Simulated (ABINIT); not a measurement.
# LiH (Fm-3m): G0W0 in ABINIT against the bands in the self-energy, part 2 of 2

Wanted: the cheapest bands in the self-energy that holds the gap of LiH (Fm-3m).

ABINIT 10.8.3; PBE and many-body steps on it, plane waves. Known limits of the many-body steps: not at the basis limit.

So far. Step 2 (Screening, 8×8×8 mesh, 308 bands, screening to 435.4 eV): Local fields lower ε∞ by 9 %.

The database entry behind the starting cell differs from later determinations by our own check (the deuteride, about 0.2 % short), so it need not match the best structure at ambient conditions.

### 6. 79 bands

Level of this step: G0W0 on PBE, plane waves, norm-conserving pseudopotentials (ABINIT).

The self-energy is evaluated for the states that the input lists, and the levels follow from it, in one-shot runs by the linearised quasiparticle equation.

run.abi reads:

```
acell 3*1.0 Angstrom
rprim 
  -0.000000000000 2.036750000000 2.036750000000
  2.036750000000 -0.000000000000 2.036750000000
  2.036750000000 2.036750000000 -0.000000000000
ntypat 2
znucl 3 1
natom 2
typat 1 2
xred 
  0.000000000000 0.000000000000 0.000000000000
  0.500000000000 0.500000000000 0.500000000000
pp_dirpath "pseudos"
pseudos "Li.upf, H.upf"
ecut 33
ngkpt 8 8 8
nshiftk 1
shiftk 0 0 0
kptopt 1
chksymbreak 0
istwfk *1
occopt 1
irdwfk 1
optdriver 4
nband 79
gwcalctyp 0
ecutsigx 33
symsigma 1
nkptgw 2
kptgw 
  0.5000000000 0.5000000000 0.0000000000
  0.0000000000 0.0000000000 0.0000000000
bdgw 
  1 5
  1 6
ecuteps 16
irdscr 1
ppmodel 1
indata_prefix "in"
outdata_prefix "out"
tmpdata_prefix "tmp"
```

Launch:

```sh
$ OMP_NUM_THREADS=1 mpirun -n 4 abinit run.abi > log
```

The program printed:

```text
.Version 10.8.3 of ABINIT. v10.8.2 released Aug 2026.

 Symmetries : space group Fm -3 m (#225); Bravais cF (face-center cubic)
[... echo of the input left out ...]
== DATASET  1 ==================================================================
-   mpi_nproc: 4, omp_nthreads: 1 (-1 if OMP is not activated)

--- !DatasetInfo
iteration_state: {dtset: 1, }
dimensions: {natom: 2, nkpt: 29, mband: 79, nsppol: 1, nspinor: 1, nspden: 1, mpw: 1056, }
cutoff_energies: {ecut:  33.0, pawecutdg:  -1.0, }
[...]
Band     E0 <VxcDFT>   SigX SigC(E0)      Z dSigC/dE  Sig(E)    E-E0       E
[...]
5  17.057  -8.964  -2.438  -5.396   0.718  -0.392  -8.152   0.812  17.868
        6  17.057  -8.964  -2.438  -5.396   0.718  -0.392  -8.152   0.812  17.868

== END DATASET(S) ==============================================================
================================================================================

 -outvars: echo values of variables after computation  --------
           etotal      0.0000000000E+00
            nband          79
             nkpt          29
          spgroup         225
 [... the other variables as echoed above ...]

 Calculation completed.
```

Elapsed: 53 s, on 4 MPI ranks of AMD EPYC 7R43, shared host; peak memory 1.7 GiB.

This step gave:

| Item | Value |
| --- | --- |
| G0W0 gap on the points computed | 4.976 eV |
| starting gap on the mesh | 3.022 eV |
| k of the valence top | 0.5, 0.5, 0 |
| k of the conduction bottom | 0.5, 0.5, 0 |
| least direct G0W0 gap on the computed points | 4.976 eV |

The gap on the mesh goes from 3.02 eV to 4.98 eV, a correction of +1.95 eV.

### 7. 181 bands

run.abi: that of step 6 with these lines changed.

```diff
@@ -24,3 +24,3 @@
 optdriver 4
-nband 79
+nband 181
 gwcalctyp 0
```

The program printed:

```text
.Version 10.8.3 of ABINIT. v10.8.2 released Aug 2026.

 Symmetries : space group Fm -3 m (#225); Bravais cF (face-center cubic)
[... echo of the input left out ...]
== DATASET  1 ==================================================================
-   mpi_nproc: 4, omp_nthreads: 1 (-1 if OMP is not activated)

--- !DatasetInfo
iteration_state: {dtset: 1, }
dimensions: {natom: 2, nkpt: 29, mband: 181, nsppol: 1, nspinor: 1, nspden: 1, mpw: 1056, }
cutoff_energies: {ecut:  33.0, pawecutdg:  -1.0, }
[...]
Band     E0 <VxcDFT>   SigX SigC(E0)      Z dSigC/dE  Sig(E)    E-E0       E
[...]
5  17.057  -8.964  -2.438  -5.446   0.718  -0.392  -8.188   0.776  17.832
        6  17.057  -8.964  -2.438  -5.446   0.718  -0.392  -8.188   0.776  17.832

== END DATASET(S) ==============================================================
================================================================================

 -outvars: echo values of variables after computation  --------
           etotal      0.0000000000E+00
            nband         181
             nkpt          29
          spgroup         225
 [... the other variables as echoed above ...]

 Calculation completed.
```

The job ended after 1.8 min (4 MPI ranks; peak memory 2.4 GiB; 7.4 min of CPU time).

Numbers from this step:

```yaml
g0w0_gap_on_the_points_computed: 4.996 eV
starting_gap_on_the_mesh: 3.022 eV
k_of_the_valence_top: 0.5, 0.5, 0
k_of_the_conduction_bottom: 0.5, 0.5, 0
least_direct_g0w0_gap_on_the_computed_points: 4.996 eV
```

Against the run before, the gap moves by +0.020 eV.

### 8. 308 bands

run.abi: that of step 7 with these lines changed.

```diff
@@ -24,3 +24,3 @@
 optdriver 4
-nband 181
+nband 308
 gwcalctyp 0
```

The program printed:

```text
.Version 10.8.3 of ABINIT. v10.8.2 released Aug 2026.

 Symmetries : space group Fm -3 m (#225); Bravais cF (face-center cubic)
[... echo of the input left out ...]
== DATASET  1 ==================================================================
-   mpi_nproc: 4, omp_nthreads: 1 (-1 if OMP is not activated)

--- !DatasetInfo
iteration_state: {dtset: 1, }
dimensions: {natom: 2, nkpt: 29, mband: 308, nsppol: 1, nspinor: 1, nspden: 1, mpw: 1056, }
cutoff_energies: {ecut:  33.0, pawecutdg:  -1.0, }
[...]
Band     E0 <VxcDFT>   SigX SigC(E0)      Z dSigC/dE  Sig(E)    E-E0       E
[...]
5  17.057  -8.964  -2.438  -5.461   0.718  -0.392  -8.199   0.765  17.822
        6  17.057  -8.964  -2.438  -5.461   0.718  -0.392  -8.199   0.765  17.822

== END DATASET(S) ==============================================================
================================================================================

 -outvars: echo values of variables after computation  --------
           etotal      0.0000000000E+00
            nband         308
             nkpt          29
          spgroup         225
 [... the other variables as echoed above ...]

 Calculation completed.
```

The job ended after 3.1 min (4 MPI ranks; peak memory 3.2 GiB; 12 min of CPU time).

This step gave:

```
G0W0 gap on the points computed              : 4.999 eV
starting gap on the mesh                     : 3.022 eV
k of the valence top                         : 0.5, 0.5, 0
k of the conduction bottom                   : 0.5, 0.5, 0
least direct G0W0 gap on the computed points : 4.999 eV
```

Against the run before, the gap moves by +0.003 eV.

### 9. Side by side

Times are wall times on 4 MPI ranks of AMD EPYC 7R43, shared host, good to a factor of about two. A run's time includes the screening step that it read.

| run | mesh | bands | screening cutoff (eV) | DFT gap (eV) | gap on the mesh (eV) | direct (eV) | ε∞ used | time |
| --- | --- | --- | --- | --- | --- | --- | --- | --- |
| 10 bands | 8×8×8 | 10 | 435.4 | 3.022 | 4.769 | 4.769 | 4.01 | 5.4 min |
| 11 bands | 8×8×8 | 11 | 435.4 | 3.022 | 4.778 | 4.778 | 4.01 | 5.4 min |
| 29 bands | 8×8×8 | 29 | 435.4 | 3.022 | 4.906 | 4.906 | 4.01 | 5.6 min |
| 79 bands | 8×8×8 | 79 | 435.4 | 3.022 | 4.976 | 4.976 | 4.01 | 6.1 min |
| 181 bands | 8×8×8 | 181 | 435.4 | 3.022 | 4.996 | 4.996 | 4.01 | 7.1 min |
| 308 bands | 8×8×8 | 308 | 435.4 | 3.022 | 4.999 | 4.999 | 4.01 | 8.3 min |

### 10. Results

| Item | Value |
| --- | --- |
| 10 bands | 4.769 eV |
| 11 bands | 4.778 eV |
| 29 bands | 4.906 eV |
| 79 bands | 4.976 eV |
| 181 bands | 4.996 eV |
| 308 bands | 4.999 eV |
| known limits | not at the basis limit |

**Reading.** The setting moved: bands in the self-energy. From 10 bands to 308 bands the gap moves by +0.23 eV. It holds to 0.03 eV from 79 bands on. Bands and screening cutoff are coupled, so a series along one setting does not show full convergence. Bands and cutoff are finite, so the gap is not at the basis limit. The miss can reach some tenths of an eV and take either sign; the mesh is an error of its own. In the first G0W0 run levels were corrected at 2 k points alone, so a gap called «on the mesh» is the least over those, and an edge elsewhere would be missed.

[Paths, hosts, dates, memory and timing lines, banners, echoed tables and standing remarks are left out of the program output.]

[Logs are printed without paths, hosts, clocks, repeated set-up lines and the standing remarks that a program may print on its own settings, such as how far it seeks lower states.]

[Runs of the session that timed out or met a known fault of the program may be left out.]

[No measured gap is set beside runs whose start may be inverted or whose files or cutoffs have a known fault.]

[Hosts, paths, dates, database ids (printed as entryN), source tags and the programs' standing remarks are cut or masked in the printed files.]

[G0W0 gaps are taken among the corrected bands and points alone; a level outside them can change the order at an edge.]

[Where Ansatz stands beside ABINIT at settings called matched, ABINIT's density can come from a denser mesh and the files from another edition; pairs whose starting gaps differed by over 0.03 eV were left out, so agreement reads better than it is.]
